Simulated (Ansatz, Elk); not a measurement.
## How far do independent atoms describe TiRuS2?

The structure of TiRuS2 used here is made up (a known structure type with other elements) and was relaxed beforehand with PBE. The aim is the Fourier transform of its all-electron density, F(hkl), set beside the sum over free spherical atoms that refinements use.

Main program and level: Elk 11.2.3 (patched build); DFT, PBE, all-electron APW+lo, Dirac cores, scalar-relativistic bands, static density, no spin.

The structure was built from a prototype and need not be the compound's stable phase.

## 1. The structure

Symmetry: R-3m, No. 166, trigonal system. The conventional cell has a = 3.246 Å, b = 3.246 Å, c = 23.071 Å, α = 90.00°, β = 90.00°, γ = 120.00°. Nearest to Ru lie 6 S at 2.39 Å. Ti has 2 S at 2.36 Å nearest. Nearest to S lie 1 Ti at 2.36 Å and 3 Ru at 2.39 Å. Farther neighbours and most contacts between anions are not listed.

Coordinates:

```cif
data_structure
_symmetry_space_group_name_H-M 'R-3m:H'
_symmetry_Int_Tables_number 166
_cell_length_a 3.2458
_cell_length_b 3.2458
_cell_length_c 23.0707
_cell_angle_alpha 90.000
_cell_angle_beta 90.000
_cell_angle_gamma 120.000
_cell_volume 210.50
loop_
_atom_site_label
_atom_site_type_symbol
_atom_site_symmetry_multiplicity
_atom_site_Wyckoff_symbol
_atom_site_fract_x
_atom_site_fract_y
_atom_site_fract_z
_atom_site_occupancy
Ru1 Ru 3 b 0.66667 0.33333 0.83333 1
Ti1 Ti 3 a 0.00000 0.00000 0.00000 1
S1 S 6 c 0.33333 0.66667 0.76900 1
```

## 2. Ground state and structure factors

An all-electron density is needed, since X-rays see the cores too. Task 0 finds the density and task 195 Fourier-transforms it; tshift is off so that phases refer to the origin typed.

Input file elk.in:

```
tasks
  0
  195

xctype
  20

spinpol
  .false.

rgkmax
  7.0

gmaxvr
  14.0

lmaxo
  7

lmaxapw
  8

swidth
  0.002

tshift
  .false.

ramdisk
  .false.

hmaxvr
  5.5

maxscl
  120

epspot
  1e-06

sppath
  './'

avec
  3.06687577630 1.77066155502 14.53241108789
  -3.06687577630 1.77066155502 14.53241108789
  0.00000000000 -3.54132311004 14.53241108789

atoms
  3
  'Ru.in'
  1
  0.5000000000 0.5000000000 0.5000000000   0.000000 0.000000 0.000000
  'Ti.in'
  1
  -0.0000000000 -0.0000000000 -0.0000000000   0.000000 0.000000 0.000000
  'S.in'
  2
  0.1023308884 0.1023308884 0.1023308884   0.000000 0.000000 0.000000
  0.8976691116 0.8976691116 0.8976691116   0.000000 0.000000 0.000000

ngridk
  8 8 8
```

On the command line:

```sh
> OMP_NUM_THREADS=4 elk
```

Numbers of over 12 decimals in the logs are rounded to 6 here.

The log of the run:

```text
┌─────────────────────────┐
│ Elk code version 11.2.3 │
└─────────────────────────┘

All units are atomic (Hartree, Bohr, etc.)

┌─────────────────────────────────────────────────┐
│ Ground-state run starting from atomic densities │
└─────────────────────────────────────────────────┘

Lattice vectors :
   3.066875776       1.770661555       14.53241109
  -3.066875776       1.770661555       14.53241109
   0.000000000      -3.541323110       14.53241109

Reciprocal lattice vectors :
   1.024362538      0.5914159870      0.1441189001
  -1.024362538      0.5914159870      0.1441189001
 -0.1402281682E-17  -1.182831974      0.1441189001

Unit cell volume      :    473.5007465
Brillouin zone volume :   0.5238644611

Muffin-tin inner radius fraction :   0.1000000000E-01

Nuclei treated as point charges

Species : 1 (Ru)
 parameters loaded from : Ru.in
 name : ruthenium
 nuclear charge    :   -44.00000000
 electronic charge :    44.00000000
 atomic mass :    184239.3393
 muffin-tin radius :    2.419920628
 number of radial points in muffin-tin :   1193
 inner part over the whole radius :   0.9904716171E-02
 number on inner part of muffin-tin    :    847
 approximate nuclear radius :   0.8462081736E-04
 number of mesh points to nuclear radius :    424
 atomic positions (lattice), magnetic fields (Cartesian) :
  1 :   0.50000000  0.50000000  0.50000000    0.00000000  0.00000000  0.00000000

Species : 2 (Ti)
 parameters loaded from : Ti.in
 name : titanium
 nuclear charge    :   -22.00000000
 electronic charge :    22.00000000
 atomic mass :    87256.20317
 muffin-tin radius :    2.380421982
 number of radial points in muffin-tin :    993
 inner part over the whole radius :   0.9854452887E-02
 number on inner part of muffin-tin    :    698
 approximate nuclear radius :   0.6805665174E-04
 number of mesh points to nuclear radius :    325
 atomic positions (lattice), magnetic fields (Cartesian) :
  1 :   0.00000000  0.00000000  0.00000000    0.00000000  0.00000000  0.00000000

Species : 3 (S)
 parameters loaded from : S.in
 name : sulphur
 nuclear charge    :   -16.00000000
 electronic charge :    16.00000000
 atomic mass :    58450.91931
 muffin-tin radius :    2.030921629
 number of radial points in muffin-tin :    793
 inner part over the whole radius :   0.9939318739E-02
 number on inner part of muffin-tin    :    553
 approximate nuclear radius :   0.6195814986E-04
 number of mesh points to nuclear radius :    252
 atomic positions (lattice), magnetic fields (Cartesian) :
  1 :   0.10233089  0.10233089  0.10233089    0.00000000  0.00000000  0.00000000
  2 :  -0.10233089 -0.10233089 -0.10233089    0.00000000  0.00000000  0.00000000

Total number of atoms per unit cell :    4
Total muffin-tin volume :    186.0375338
 ratio of muffin-tin to unit cell volume :   0.3928980791

Spin treatment :
 spin-unpolarised

Number of Bravais lattice symmetries :   12
Number of crystal symmetries         :   12
Crystal has inversion symmetry
Real symmetric eigensolver will be used

k-point grid :      8     8     8
k-point offset :    0.000000000       0.000000000       0.000000000
k-point set is reduced with full crystal symmetry group
Total number of k-points :       65

Muffin-tin radius times maximum |G+k| :    7.000000000
 using average radius
Maximum |G+k| for APW functions       :    3.159491396
Maximum (1/2)|G+k|²                   :    4.991192939
Maximum |G| for potential and density :    14.00000000
Constant for pseudocharge density :    8
 order of it for each species :   15  15  15
 order of it for pair densities of each species (exact exchange by exxq0 0: 16) :   12  11   7
Radial integration step length :    1

G-vector grid sizes :     70    70    70
Number of G-vectors :    21983

Maximum angular momentum used for
 APW functions            :    8
 outer part of muffin-tin :    7
 inner part of muffin-tin :    2

Total nuclear charge    :   -98.00000000
Total core charge       :    58.00000000
Total valence charge    :    40.00000000
[...]
correlation                 :     -4.567561
 electron entropic           :    -0.19914663129505E-02
 total energy                :     -6184.6868496833

Density of states at Fermi energy :    150.3071607
 (states/Hartree/unit cell)

Estimated indirect band gap :   0.2384246524E-03
 from k-point 19 to k-point 18
Estimated direct band gap   :   0.3766326169E-02
 at k-point 34

Charges :
 core                        :    58.00000000
 valence                     :    40.00000000
 interstitial                :    7.671215766
 muffin-tins (core leakage)
  species : 1 (Ru)
   atom 1                    :    41.34856978     ( -0.1479986516E-06)
  species : 2 (Ti)
   atom 1                    :    20.47067841     ( -0.2198051945E-06)
  species : 3 (S)
[...]
total in muffin-tins        :    90.32878423
 total calculated charge     :    97.99895690
 total charge                :    98.00000000
 error                       :   0.1043104833E-02

RMS change in Kohn-Sham potential (target) :   0.4501188428     (  0.1000000000E-05)
Absolute change in total energy (target)   :   0.9853954437     (  0.1000000000E-03)

[... loops 3 to 20 left out ...]

┌──────────────────┐
│ Loop number : 21 │
└──────────────────┘

Energies :
 Fermi                       :     0.281029
 sum of occupied eigenvalues :     -3648.5227233127
 electron kinetic            :      6378.7652788592
 core electron kinetic       :      6152.8077512922
 Coulomb                     :     -12335.503321498
 Coulomb potential           :     -9731.7462021421
 nuclear-nuclear             :     -666.38042025168
 electron-nuclear            :     -13624.762073739
 Hartree                     :      1955.6391724924
 Madelung                    :     -7469.6302204272
 xc potential                :     -295.54180002979
 exchange                    :     -222.77089115321
 correlation                 :     -4.574031
 electron entropic           :    -0.15656757380800E-02
 total energy                :     -6184.0845309030

Density of states at Fermi energy :    114.5407993
 (states/Hartree/unit cell)

Estimated indirect band gap :   0.1414161508E-02
 from k-point 57 to k-point 54
Estimated direct band gap   :   0.2179521606E-02
 at k-point 14

Charges :
 core                        :    58.00000000
 valence                     :    40.00000000
 interstitial                :    7.178191622
 muffin-tins (core leakage)
  species : 1 (Ru)
[...]
species : 2 (Ti)
[...]
species : 3 (S)
[...]
total in muffin-tins        :    90.82180838
 total calculated charge     :    97.99900701
 total charge                :    98.00000000
 error                       :   0.9929901316E-03

RMS change in Kohn-Sham potential (target) :   0.8774303922E-06 (  0.1000000000E-05)
Absolute change in total energy (target)   :   0.7083842320E-05 (  0.1000000000E-03)

Convergence targets achieved

┌──────────────────┐
│ Loop number : 22 │
└──────────────────┘

Energies :
 Fermi                       :     0.281029
 sum of occupied eigenvalues :     -3648.5227301111
 electron kinetic            :      6378.7652817327
 core electron kinetic       :      6152.8077498731
 Coulomb                     :     -12335.503329669
 Coulomb potential           :     -9731.7461479932
 nuclear-nuclear             :     -666.38042025168
 electron-nuclear            :     -13624.762144551
 Hartree                     :      1955.6392351333
 Madelung                    :     -7469.6302556727
 xc potential                :     -295.54186385060
 exchange                    :     -222.77089174386
 correlation                 :     -4.574031
 electron entropic           :    -0.15656710433875E-02
 total energy                :     -6184.0845367987

Density of states at Fermi energy :    114.5403981
 (states/Hartree/unit cell)

Estimated indirect band gap :   0.1414162559E-02
 from k-point 57 to k-point 54
Estimated direct band gap   :   0.2179534046E-02
 at k-point 14

Charges :
 core                        :    58.00000000
 valence                     :    40.00000000
 interstitial                :    7.178191080
 muffin-tins (core leakage)
  species : 1 (Ru)
[...]
species : 2 (Ti)
   atom 1                    :    20.19844508     ( -0.2198184674E-06)
  species : 3 (S)
   atom 1                    :    14.05991714     (  0.2167526973E-03)
   atom 2                    :    14.05991714     (  0.2167526973E-03)
 total in muffin-tins        :    90.82180892
 total calculated charge     :    97.99900701
 total charge                :    98.00000000
 error                       :   0.9929901298E-03

┌──────────────────────────────┐
│ Self-consistent loop stopped │
└──────────────────────────────┘

Warning : core states of species 3 leak from the muffin-tin :   0.2167526973E-03

Wrote STATE.OUT
```

The job ended after 55 s (4 threads of Arm Neoverse V1, shared host; peak memory 0.25 GiB; 2.6 min of CPU time).

SFACRHO.OUT:

```text

h k l indices transformed by vhmat matrix:
   1.000000000       0.000000000       0.000000000    
   0.000000000       1.000000000       0.000000000    
   0.000000000       0.000000000       1.000000000    

      h      k      l  multipl.   |H|            Re(F)            Im(F)           |F|

      0      0      0      1   0.0000000       97.999999      0.18078754E-18   97.999999    
     -1     -1     -1      2  0.43235670      -32.342572      0.54211929E-13   32.342572    
      2      2      2      2  0.86471340       37.343871      0.10513829E-12   37.343871    
     -1      0      0      6   1.1915795     -0.62596898      0.10678107E-13  0.62596898    
      1      0      1      6   1.2174451       58.999353      0.22999000E-13   58.999353    
      3      3      3      2   1.2970701      0.72703183     -0.85424858E-13  0.72703183    
      2      1      1      6   1.3158327       32.105849      0.44355214E-13   32.105849    
      2      2      1      6   1.3850444      -40.640171     -0.39837554E-13   40.640171    
      3      2      2      6   1.5546170      -22.488363     -0.88710429E-13   22.488363    
     -3     -3     -2      6   1.6517833       54.931195     -0.82139286E-13   54.931195    
      4      4      4      2   1.7294268       48.535149      0.17906364E-12   48.535149    
      3      4      3      6   1.8644348       62.767266      0.72077224E-13   62.767266    
     -4     -3     -4      6   1.9779516      -3.9459679      0.67354215E-13   3.9459679    
     -1      0      1      6   2.0487251       60.287328      0.22351789E-15   60.287328    
      0     -2     -1     12   2.0938497      -22.427644      0.41069643E-13   22.427644    
      5      5      5      2   2.1617835      -32.848096     -0.49694268E-13   32.848096    
      4      4      5      6   2.2156861      -24.320510     -0.25956014E-12   24.320510    
     -1     -2     -3     12   2.2237364       27.667548     -0.80496500E-13   27.667548
```

Elk indexes on the primitive cell of elk.in and gives |H| = 4π sin θ/λ in inverse bohr. Below, one row stands for each form hkl of the conventional cell (m members, Friedel mates merged), F is for one primitive cell and the density is static (no thermal factor). Free-atom factors are Waasmaier and Kirfel's, and R is Σm||F|−|F'||/Σm|F|.

```csv
hkl,m,sin θ/λ (Å⁻¹),"abs F, DFT",neutral atoms,diff.
003,2,0.065,32.343,32.408,-0.066
006,2,0.130,37.344,37.478,-0.134
101,6,0.179,0.626,0.870,-0.244
012,6,0.183,58.999,59.127,-0.128
009,2,0.195,0.727,0.601,+0.126
104,6,0.198,32.106,32.513,-0.407
015,6,0.208,40.640,40.551,+0.089
107,6,0.234,22.488,22.497,-0.009
018,6,0.248,54.931,55.383,-0.451
0 0 12,2,0.260,48.535,48.800,-0.265
1 0 10,6,0.280,62.767,63.047,-0.279
0 1 11,6,0.297,3.946,3.938,+0.008
110,6,0.308,60.287,60.316,-0.029
113,12,0.315,22.428,22.554,-0.127
0 0 15,2,0.325,32.848,33.119,-0.271
1 0 13,6,0.333,24.320,24.312,+0.008
116,12,0.334,27.668,27.731,-0.064
0 1 14,6,0.352,24.395,24.274,+0.121
021,6,0.356,2.273,2.315,-0.042
202,6,0.358,43.777,43.736,+0.041
119,12,0.365,1.162,1.023,+0.139
024,6,0.366,24.919,24.796,+0.123
```

## 3. The highest occupied states alone

An energy window below the Fermi level keeps the highest occupied states, to see at which angles they scatter; shallow core shells can lie inside it and anion s states outside. No new self-consistency is needed.

elk.in: that of step 2 with these lines changed.

```diff
@@ -1,3 +1,2 @@
 tasks
-  0
   195
@@ -40,2 +39,5 @@
 
+wsfac
+  -0.159960 0.581030
+
 sppath
```

On the command line:

```sh
> OMP_NUM_THREADS=4 elk
```

The log of the run:

```text
┌─────────────────────────────────┐
│ Elk code version 11.2.3 started │
└─────────────────────────────────┘

Info(readinput): the functional depends on the density's gradient
 muffin-tin radial points multiplied by    2.00000
 (not where nrmtscf is given)

┌────────────────────┐
│ Current task : 195 │
└────────────────────┘
Info(checkmt): changed muffin-tin radius of species 1 (Ru) from   2.6000 to   2.4199
Info(checkmt): changed muffin-tin radius of species 2 (Ti) from   2.4000 to   2.3804
Info(checkmt): changed muffin-tin radius of species 3 (S) from   2.2000 to   2.0309

Info(sfacrho): density structure factors written to SFACRHO.OUT

 Energy window :  -0.1599600000      0.5810300000

┌──────────────────┐
│ Elk code stopped │
└──────────────────┘
```

Run time: 9.2 s. Hardware: 4 threads; peak memory 0.17 GiB; 13 s of CPU time.

States within 12 eV below the Fermi level hold 20.00 electrons; any levels below the window count with the cores. Their amplitudes can exceed the total, where window and core parts have opposite phase:

```csv
hkl,sin θ/λ (Å⁻¹),"abs F, window","abs F, all"
003,0.065,5.993,32.343
006,0.130,2.647,37.344
101,0.179,0.148,0.626
012,0.183,4.832,58.999
009,0.195,0.060,0.727
104,0.198,1.604,32.106
015,0.208,3.630,40.640
107,0.234,1.694,22.488
018,0.248,2.208,54.931
0 0 12,0.260,2.190,48.535
```

(Part 1 of 2 ends here.)

[Logs are printed without paths, hosts, clocks, repeated set-up lines and the standing remarks that a program may print on its own settings, such as how far it seeks lower states.]

[Hosts, paths, dates, database ids (printed as entryN), source tags and the programs' standing remarks are cut or masked in the printed files.]
